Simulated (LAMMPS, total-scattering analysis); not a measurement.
**Heating fcc solid solution (Cu0.44,Ni0.56): displacement factors, expansion and melting**

The crystal is built from its structure type, relaxed with the potential and heated at zero pressure by classical molecular dynamics (LAMMPS) with the EAM Cu-Ni potential (Onat and Durukanoglu, J. Phys.: Condens. Matter 26, 035404 (2014)); 500 atoms (Cu 43.6, Ni 56.4 atom %). Uiso is the variance of an atom's position about its mean, per direction. The dynamics are classical, so there is no zero-point motion. Distances and their variances come from the pair functions; G(r) = 4πrρ₀[g(r) − 1], where it appears, has X-ray or neutron weights and the resolution of a Lorch transform up to 30 Å⁻¹. All values are simulated. An empirical potential describes the real material only near what it was fitted to; melting points and liquid densities can be off by several percent.

```csv
T (K),state,cell edges (Å),Uiso Cu (Å²),Uiso Ni (Å²),Ni–Ni mean (Å),its variance (Å²),density (g/cm³)
100,crystalline,3.582,0.0016,0.0016,2.523,0.0026,8.787
300,crystalline,3.592,0.0052,0.0051,2.533,0.0075,8.712
1090,crystalline,3.641,0.0246,0.0247,2.583,0.0334,8.367
1250,crystalline,3.656,0.0324,0.0318,2.596,0.0407,8.269
1940,liquid,-,-,-,-,-,7.516
```

In the harmonic range U = 3ħ²T/(M k θ²), a line through the origin. The rows at 100 and 300 K give, as effective values by element: Cu 1.73×10⁻⁵ Å²/K, θ = 364 K; Ni 1.68×10⁻⁵ Å²/K, θ = 384 K. At 300 K the first Ni–Ni peak has variance 0.0075 Å², against 0.0101 Å² for independent atoms: neighbours move together (and where motion is anisotropic, less along the bond than Uiso suggests), which is what the δ₁ term models in PDF fits at high temperature. In a solid solution the peak also holds static size disorder, which Uiso about each atom's own mean leaves out. The mean volume expansion between 100 and 1250 K is 55×10⁻⁶ K⁻¹. At 1250 K, B = 8π²U = 2.56 Å² for Cu, which damps this element's own term in Bragg intensity at Q = 6 Å⁻¹ to 31 %, and √(3U) is 0.12 of its nearest peak distance (Cu–Cu, 2.53 Å). By 1940 K the order is gone and the mean density is 7.516 g/cm³, which averages over the melting if that fell inside the sampled stretch; a perfect periodic crystal superheats, so the model's melting point lies below the temperature at which it collapsed.

**Question.** At one more temperature the first peak has mean 2.569 Å and variance 0.0256 Å², and the X-ray G(r) has maxima 2.54 (8.8), 3.62 (-0.5), 4.44 (6.7), 5.12 (-0.4), 5.73 (2.2). What temperature, and what Uiso?

The variance interpolates to about 850 K; the run was at 880 K, with Uiso Cu 0.0191, Ni 0.0194 Å².

[Logs are printed without paths, hosts, clocks, repeated set-up lines and the standing remarks that a program may print on its own settings, such as how far it seeks lower states.]
